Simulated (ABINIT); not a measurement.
## Be3N2 (P6_3/mmc): changed settings of a GW run in ABINIT

What do changed inputs do to GW on Be3N2 (P6_3/mmc)?

Calculated with ABINIT 10.8.3; LDA and many-body steps on it, plane waves.

## 1. The starting structure

The structure is hexagonal, space group P6_3/mmc (No. 194). The conventional cell has a = 2.842 Å, b = 2.842 Å, c = 9.747 Å, α = 90.00°, β = 90.00°, γ = 120.00°. Nearest to Be lie 4 N at 1.67 to 1.81 Å. Nearest to Be lie 3 N at 1.64 Å. N has 6 Be at 1.81 Å nearest. N has 5 Be at 1.64 to 1.67 Å nearest. Farther neighbours and most contacts between anions are not listed.

Structure file:

```cif
data_structure
_symmetry_space_group_name_H-M 'P6_3/mmc'
_symmetry_Int_Tables_number 194
_cell_length_a 2.8417
_cell_length_b 2.8417
_cell_length_c 9.7468
_cell_angle_alpha 90.000
_cell_angle_beta 90.000
_cell_angle_gamma 120.000
_cell_volume 68.16
loop_
_atom_site_label
_atom_site_type_symbol
_atom_site_symmetry_multiplicity
_atom_site_Wyckoff_symbol
_atom_site_fract_x
_atom_site_fract_y
_atom_site_fract_z
_atom_site_occupancy
Be1 Be 4 f 0.33333 0.66667 0.07849 1
Be2 Be 2 b 0.00000 0.00000 0.25000 1
N1 N 2 a 0.00000 0.00000 0.00000 1
N2 N 2 c 0.33333 0.66667 0.25000 1
```

The cell and positions are those that the Materials Project relaxed with its own functionals (PBE, PBE+U or r2SCAN), kept fixed.

## 2. Screening, 3×3×1 mesh, 116 bands, screening to 152.4 eV

This step: ABINIT 10.8.3; RPA screening on LDA, plane waves, norm-conserving pseudopotentials.

The RPA dielectric matrix is built and inverted for each q.

run.abi reads:

```
acell 3*1.0 Angstrom
rprim 
  2.841679226310 0.000000000023 0.000000000000
  -1.420839613175 2.460966399380 0.000000000000
  0.000000000000 0.000000000000 9.746841010000
ntypat 2
znucl 4 7
natom 10
typat 1 1 1 1 1 1 2 2 2 2
xred 
  0.333333333333 0.666666666667 0.078485970000
  0.666666666667 0.333333333333 0.578485970000
  0.666666666667 0.333333333333 0.921514030000
  0.333333333333 0.666666666667 0.421514030000
  0.000000000000 0.000000000000 0.250000000000
  0.000000000000 0.000000000000 0.750000000000
  0.000000000000 0.000000000000 0.000000000000
  0.000000000000 0.000000000000 0.500000000000
  0.333333333333 0.666666666667 0.250000000000
  0.666666666667 0.333333333333 0.750000000000
pp_dirpath "pseudos"
pseudos "Be.upf, N.upf"
ecut 38
ngkpt 3 3 1
nshiftk 1
shiftk 0 0 0
kptopt 1
chksymbreak 0
istwfk *1
occopt 1
irdwfk 1
optdriver 3
nband 116
ecuteps 5.6
inclvkb 2
awtr 1
symchi 1
indata_prefix "in"
outdata_prefix "out"
tmpdata_prefix "tmp"
```

Run with:

```
$ OMP_NUM_THREADS=1 mpirun -n 4 abinit run.abi > log
```

Log:

```text
.Version 10.8.3 of ABINIT. v10.8.2 released Aug 2026.

 Symmetries : space group P6_3/m m c (#194); Bravais hP (primitive hexag.)
[... echo of the input left out ...]
== DATASET  1 ==================================================================
-   mpi_nproc: 4, omp_nthreads: 1 (-1 if OMP is not activated)

--- !DatasetInfo
iteration_state: {dtset: 1, }
dimensions: {natom: 10, nkpt: 3, mband: 116, nsppol: 1, nspinor: 1, nspden: 1, mpw: 5169, }
cutoff_energies: {ecut:  38.0, pawecutdg:  -1.0, }
electrons: {nelect:   4.40000000E+01, charge:   0.00000000E+00, occopt:   1.00000000E+00, tsmear:   1.00000000E-02, }

 SCREENING: Calculation of the susceptibility and dielectric matrices

 Based on a program developped by R.W. Godby, V. Olevano, G. Onida, and L. Reining.
 Incorporated in ABINIT by V. Olevano, G.-M. Rignanese, and M. Torrent.
.Using double precision arithmetic ; gwpc =  8

[... cell and pseudopotentials left out ...]
--------------------------------------------------------------------------------

 ==== K-mesh for the wavefunctions ====
 Number of points in the irreducible wedge :     3
[... list of points left out ...]
 Together with 24 symmetry operations and time-reversal symmetry
 yields     9 points in the full Brillouin Zone.

 ==== Q-mesh for the screening function ====
 Number of points in the irreducible wedge :     3
[... list of points left out ...]
 Together with 24 symmetry operations and time-reversal symmetry
 yields     9 points in the full Brillouin Zone.

 setmesh: FFT mesh size selected  =    18x   18x   72
          total number of points  =        23328

 vcoul_init : cutoff-mode = AUXILIARY_FUNCTION
 q-points for optical limit:   1
     1)      0.000010    0.000020    0.000030

- screening: taking advantage of time-reversal symmetry
- Maximum band index for partially occupied states nbvw = 22
- Remaining bands to be divided among processors   nbcw = 94
- Number of bands treated by each node ~23

 Number of electrons calculated from density =   44.0000; Expected =   44.0000
 average of density, n =  0.095656
 r_s =    1.3564
 omega_plasma =   29.8340 [eV]

 calculating chi0 at frequencies [eV] :
  1    0.000000E+00    0.000000E+00
  2    0.000000E+00    2.983399E+01

--------------------------------------------------------------------------------
  q-point number  1        q = ( 0.000000, 0.000000, 0.000000) [r.l.u.]
--------------------------------------------------------------------------------
[... chi0 elements left out ...]
 For q-point:  0.000010 0.000020 0.000030
  dielectric constant =   5.0550
  dielectric constant without local fields =   5.4853

  Average fulfillment of the sum rule on Im[epsilon] for q-point    1 :     69.20  [%]
[... wings left out ...]
  q-point number  2        q = ( 0.333333, 0.000000, 0.000000) [r.l.u.]
--------------------------------------------------------------------------------
[... chi0 elements left out ...]
  Average fulfillment of the sum rule on Im[epsilon] for q-point    2 :     66.50  [%]

 [... 1 further q-points ...]
```

Wall time 9.7 s (4 MPI ranks of Arm Neoverse V2, shared host); peak memory 0.64 GiB; 39 s of CPU time.

This step gave:

```yaml
eps_infinity_with_local_fields_on_this_mesh_along_the_program_s_q_direction: 5.055
the_same_without_local_fields: 5.485
plasma_frequency: 29.83 eV
plane_waves_in_the_screening_matrix: 277
```

Local fields lower ε∞ by 8 %. On a Γ-centred mesh this coarse the value itself is usually too large, while a short band sum pulls it down.

## 3. Base

The self-energy is evaluated for the states that the input lists, and the levels follow from it, in one-shot runs by the linearised quasiparticle equation.

This step: G0W0 on LDA, plane waves, norm-conserving pseudopotentials.

Edit run.abi of step 2 so:

```diff
@@ -31,8 +31,17 @@
 irdwfk 1
-optdriver 3
+optdriver 4
 nband 116
+gwcalctyp 0
+ecutsigx 38
+symsigma 1
+nkptgw 2
+kptgw 
+  0.0000000000 0.0000000000 0.0000000000
+  0.3333333333 0.0000000000 0.0000000000
+bdgw 
+  21 24
+  21 24
 ecuteps 5.6
-inclvkb 2
-awtr 1
-symchi 1
+irdscr 1
+ppmodel 1
 indata_prefix "in"
```

Log:

```text
.Version 10.8.3 of ABINIT. v10.8.2 released Aug 2026.

 Symmetries : space group P6_3/m m c (#194); Bravais hP (primitive hexag.)
[... echo of the input left out ...]
== DATASET  1 ==================================================================
-   mpi_nproc: 4, omp_nthreads: 1 (-1 if OMP is not activated)

--- !DatasetInfo
iteration_state: {dtset: 1, }
dimensions: {natom: 10, nkpt: 3, mband: 116, nsppol: 1, nspinor: 1, nspden: 1, mpw: 5169, }
cutoff_energies: {ecut:  38.0, pawecutdg:  -1.0, }
electrons: {nelect:   4.40000000E+01, charge:   0.00000000E+00, occopt:   1.00000000E+00, tsmear:   1.00000000E-02, }

 SIGMA: Calculation of the GW corrections

 Based on a program developped by R.W. Godby, V. Olevano, G. Onida, and L. Reining.
 Incorporated in ABINIT by V. Olevano, G.-M. Rignanese, and M. Torrent.
.Using double precision arithmetic ; gwpc =  8

[... cell and pseudopotentials left out ...]
--------------------------------------------------------------------------------

 ==== K-mesh for the wavefunctions ====
 Number of points in the irreducible wedge :     3
[... list of points left out ...]
 Together with 24 symmetry operations and time-reversal symmetry
 yields     9 points in the full Brillouin Zone.

 ==== Q-mesh for screening function ====
 Number of points in the irreducible wedge :     3
[... list of points left out ...]
 Together with 24 symmetry operations and time-reversal symmetry
 yields     9 points in the full Brillouin Zone.

 vcoul_init : cutoff-mode = AUXILIARY_FUNCTION
 q-points for optical limit:   1
     1)      0.000010    0.000020    0.000030
 setmesh: FFT mesh size selected  =    25x   25x  108
          total number of points  =        67500

 Number of electrons calculated from density =   44.0000; Expected =   44.0000
 average of density, n =  0.095656
 r_s =    1.3564
 omega_plasma =   29.8340 [eV]

 === KS Band Gaps ===
  >>>> For spin  1
   Minimum direct gap =   5.6865 [eV], located at k-point      :   0.3333  0.0000  0.0000
   Fundamental gap    =   4.6081 [eV], Top of valence bands at :   0.0000  0.0000  0.0000
                                       Bottom of conduction at :   0.3333  0.0000  0.0000
 SIGMA fundamental parameters:
 PLASMON POLE MODEL  1
 number of plane-waves for SigmaX                 5169
 number of plane-waves for SigmaC and W            277
 number of plane-waves for wavefunctions          5169
 number of bands                                   116
 number of independent spin polarizations            1
 number of spinorial components                      1
 number of k-points in IBZ                           3
 number of q-points in IBZ                           3
 number of symmetry operations                      24
 number of k-points in BZ                            9
 number of q-points in BZ                            9
 number of frequencies for dSigma/dE                 9
 frequency step for dSigma/dE [eV]                0.25
 number of omega for Sigma on real axis              0
 max omega for Sigma on real axis  [eV]           0.00
 zcut for avoiding poles [eV]                     0.10

 EPSILON^-1 parameters (SCR file):
 dimension of the eps^-1 matrix on file            277
 dimension of the eps^-1 matrix used               277
 number of plane-waves for wavefunctions          5169
 number of bands                                   116
 number of q-points in IBZ                           3
 number of frequencies                               2
 number of real frequencies                          1
 number of imag frequencies                          1

 matrix elements of self-energy operator (all in [eV])

 Perturbative Calculation

--- !SelfEnergy_ee
iteration_state: {dtset: 1, }
kpoint     : [   0.000,    0.000,    0.000, ]
spin       : 1
KS_gap     :    6.249
QP_gap     :    7.841
Delta_QP_KS:    1.591
data: !SigmaeeData |
     Band     E0 <VxcDFT>   SigX SigC(E0)      Z dSigC/dE  Sig(E)    E-E0       E
       21   5.898 -17.644 -21.926   3.720   0.806  -0.240 -18.097  -0.453   5.445
       22   5.898 -17.644 -21.926   3.720   0.806  -0.240 -18.097  -0.453   5.445
       23  12.147 -13.850  -7.994  -4.470   0.821  -0.217 -12.712   1.138  13.286
       24  13.083 -14.241  -7.750  -4.803   0.818  -0.223 -12.861   1.380  14.462

--- !SelfEnergy_ee
iteration_state: {dtset: 1, }
kpoint     : [   0.333,    0.000,    0.000, ]
spin       : 1
KS_gap     :    5.686
QP_gap     :    7.397
Delta_QP_KS:    1.710
data: !SigmaeeData |
     Band     E0 <VxcDFT>   SigX SigC(E0)      Z dSigC/dE  Sig(E)    E-E0       E
       21   4.571 -16.549 -20.602   3.466   0.806  -0.241 -17.022  -0.474   4.098
       22   4.820 -17.033 -21.525   3.811   0.805  -0.242 -17.581  -0.548   4.272
       23  10.506 -12.122  -6.619  -4.114   0.837  -0.195 -10.959   1.162  11.669
       24  11.848 -12.247  -6.507  -4.271   0.836  -0.197 -11.020   1.227  13.075

== END DATASET(S) ==============================================================
================================================================================

 -outvars: echo values of variables after computation  --------
           etotal      0.0000000000E+00
            nband         116
             nkpt           3
          spgroup         194
 [... the other variables as echoed above ...]

 Calculation completed.
```

Run time: 5.7 s. Hardware: 4 MPI ranks; peak memory 0.56 GiB; 22 s of CPU time.

Numbers from this step:

```
G0W0 gap on the points computed              : 6.224 eV
starting gap on the mesh                     : 4.608 eV
k of the valence top                         : 0, 0, 0
k of the conduction bottom                   : 0.3333, 0, 0
Z at the valence top                         : 0.806
Z at the conduction bottom                   : 0.837
least direct G0W0 gap on the computed points : 7.397 eV
```

The gap on the mesh goes from 4.61 eV to 6.22 eV, a correction of +1.62 eV.

## 4. Coulomb singularity

Edit run.abi of step 3 so:

```diff
@@ -46,2 +46,3 @@
 ppmodel 1
+gw_icutcoul 3
 indata_prefix "in"
```

Log:

```text
.Version 10.8.3 of ABINIT. v10.8.2 released Aug 2026.

 Symmetries : space group P6_3/m m c (#194); Bravais hP (primitive hexag.)
[... echo of the input left out ...]
== DATASET  1 ==================================================================
-   mpi_nproc: 4, omp_nthreads: 1 (-1 if OMP is not activated)

--- !DatasetInfo
iteration_state: {dtset: 1, }
dimensions: {natom: 10, nkpt: 3, mband: 116, nsppol: 1, nspinor: 1, nspden: 1, mpw: 5169, }
cutoff_energies: {ecut:  38.0, pawecutdg:  -1.0, }
electrons: {nelect:   4.40000000E+01, charge:   0.00000000E+00, occopt:   1.00000000E+00, tsmear:   1.00000000E-02, }

 SIGMA: Calculation of the GW corrections

 Based on a program developped by R.W. Godby, V. Olevano, G. Onida, and L. Reining.
 Incorporated in ABINIT by V. Olevano, G.-M. Rignanese, and M. Torrent.
.Using double precision arithmetic ; gwpc =  8

[... cell and pseudopotentials left out ...]
--------------------------------------------------------------------------------

 ==== K-mesh for the wavefunctions ====
 Number of points in the irreducible wedge :     3
[... list of points left out ...]
 Together with 24 symmetry operations and time-reversal symmetry
 yields     9 points in the full Brillouin Zone.

 ==== Q-mesh for screening function ====
 Number of points in the irreducible wedge :     3
[... list of points left out ...]
 Together with 24 symmetry operations and time-reversal symmetry
 yields     9 points in the full Brillouin Zone.

 vcoul_init : cutoff-mode = CRYSTAL
 q-points for optical limit:   1
     1)      0.000010    0.000020    0.000030
 setmesh: FFT mesh size selected  =    25x   25x  108
          total number of points  =        67500

 Number of electrons calculated from density =   44.0000; Expected =   44.0000
[...]
number of omega for Sigma on real axis              0
 max omega for Sigma on real axis  [eV]           0.00
 zcut for avoiding poles [eV]                     0.10

 EPSILON^-1 parameters (SCR file):
 dimension of the eps^-1 matrix on file            277
 dimension of the eps^-1 matrix used               277
 number of plane-waves for wavefunctions          5169
 number of bands                                   116
 number of q-points in IBZ                           3
 number of frequencies                               2
 number of real frequencies                          1
 number of imag frequencies                          1

 matrix elements of self-energy operator (all in [eV])

 Perturbative Calculation

--- !SelfEnergy_ee
iteration_state: {dtset: 1, }
kpoint     : [   0.000,    0.000,    0.000, ]
spin       : 1
KS_gap     :    6.249
QP_gap     :    7.746
Delta_QP_KS:    1.497
data: !SigmaeeData |
     Band     E0 <VxcDFT>   SigX SigC(E0)      Z dSigC/dE  Sig(E)    E-E0       E
       21   5.898 -17.644 -21.222   3.438   0.813  -0.229 -17.758  -0.114   5.784
       22   5.898 -17.644 -21.222   3.438   0.813  -0.229 -17.758  -0.114   5.784
       23  12.147 -13.850  -7.994  -4.188   0.829  -0.206 -12.467   1.383  13.530
[...]
--- !SelfEnergy_ee
iteration_state: {dtset: 1, }
kpoint     : [   0.333,    0.000,    0.000, ]
spin       : 1
KS_gap     :    5.686
QP_gap     :    7.308
Delta_QP_KS:    1.622
data: !SigmaeeData |
     Band     E0 <VxcDFT>   SigX SigC(E0)      Z dSigC/dE  Sig(E)    E-E0       E
[...]
23  10.506 -12.122  -6.619  -3.831   0.845  -0.184 -10.710   1.412  11.918
       24  11.848 -12.247  -6.507  -3.989   0.843  -0.186 -10.770   1.476  13.325

== END DATASET(S) ==============================================================
================================================================================

 -outvars: echo values of variables after computation  --------
           etotal      0.0000000000E+00
            nband         116
             nkpt           3
          spgroup         194
 [... the other variables as echoed above ...]

 Calculation completed.
```

It took 5.7 s on 4 MPI ranks; peak memory 0.56 GiB; 22 s of CPU time.

This step gave:

* G0W0 gap on the points computed: 6.134 eV
* starting gap on the mesh: 4.608 eV
* k of the valence top: 0, 0, 0
* k of the conduction bottom: 0.3333, 0, 0
* Z at the valence top: 0.813
* Z at the conduction bottom: 0.845
* least direct G0W0 gap on the computed points: 7.308 eV

Against G0W0 in ABINIT (3×3×1 mesh, 116 bands, screening to 152.4 eV, Godby-Needs plasmon pole), the gap moves by −0.090 eV.

## 5. Side by side

Times are wall times on 4 MPI ranks of Arm Neoverse V2, shared host, good to a factor of about two. A run's time includes the screening step that it read.

| run | mesh | bands | screening cutoff (eV) | DFT gap (eV) | gap on the mesh (eV) | direct (eV) | ε∞ used | time |
| --- | --- | --- | --- | --- | --- | --- | --- | --- |
| base | 3×3×1 | 116 | 152.4 | 4.608 | 6.224 | 7.397 | 5.05 | 15 s |
| Coulomb singularity | 3×3×1 | 116 | 152.4 | 4.608 | 6.134 | 7.308 | 5.05 | 15 s |

## 6. Results

| Item | Value |
| --- | --- |
| base | 6.224 eV |
| Coulomb singularity | 6.134 eV |
| known limits | not at the basis limit; coarse k mesh |

**Reading.** Coulomb singularity: −0.090 eV against base (keys changed: gw_icutcoul). Bands and cutoff are finite, so the gap is not at the basis limit. The miss can reach some tenths of an eV and take either sign; the mesh is an error of its own. In the G0W0 runs levels were corrected at 2 k points alone, so a gap called «on the mesh» is the least over those, and an edge elsewhere would be missed. The 3×3×1 mesh is coarse for this cell, which bears on the long-range parts of exchange and screening.

[Paths, hosts, dates, memory and timing lines, banners, echoed tables and standing remarks are left out of the program output.]

[Logs are printed without paths, hosts, clocks, repeated set-up lines and the standing remarks that a program may print on its own settings, such as how far it seeks lower states.]

[Runs of the session that timed out or met a known fault of the program may be left out.]

[Hosts, paths, dates, database ids (printed as entryN), source tags and the programs' standing remarks are cut or masked in the printed files.]

[G0W0 gaps are taken among the corrected bands and points alone; a level outside them can change the order at an edge.]

[Where Ansatz stands beside ABINIT at settings called matched, ABINIT's density can come from a denser mesh and the files from another edition; pairs whose starting gaps differed by over 0.03 eV were left out, so agreement reads better than it is.]
